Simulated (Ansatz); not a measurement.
# The potential step between two gates: H-SiSi-F chair under 1T-HfS2, AB

Two oppositely charged gates put a neutral stack in a displacement field D. The voltage between them is D/ε₀ times an electrical distance, shorter than the real one because the stack screens.

Set-up. Ansatz 0.2.0, plane waves with PAW datasets (its set soft_2), PBE-D3(BJ); isolated slab, charged sheets 4 Å from the outer atoms behind model barriers, atoms held. Voltages count from the uncharged case.

| run | D/ε₀ (V/nm) | step in an electron's potential, upper less lower gate (eV) |
| --- | --- | --- |
| run 1 | 0.000 | 0.000 |
| run 2 | 0.543 | 0.420 |
| run 3 | 1.086 | 0.840 |
| run 4 | 2.171 | 1.681 |
| run 5 | 4.343 | ? |

**Question.** What value belongs in the row marked “?”, and how far can the other rows tell?

A least-squares line through the 4 rows shown has slope 0.7743 and intercept −0.0003; no row lies more than 0.001 eV off it. The size of the slope, 0.774 nm, is the electrical distance; the sheets are 1.690 nm apart, and screening reaches beyond the outer atoms. At 4.343 it gives 0.7743 × 4.343 + (−0.0003) = 3.362 eV, beyond the rows fitted. Rounding and scatter of the rows alone allow about ±0.003 eV there.

The run itself gives 3.389 eV: a miss of +0.027 eV, or 0.8 % of the value. Screening stays linear to within 1 % over this range.

**Limits.** The gates are model sheets, not atoms. Spin-orbit coupling is left out, which changes the bands of elements this heavy.
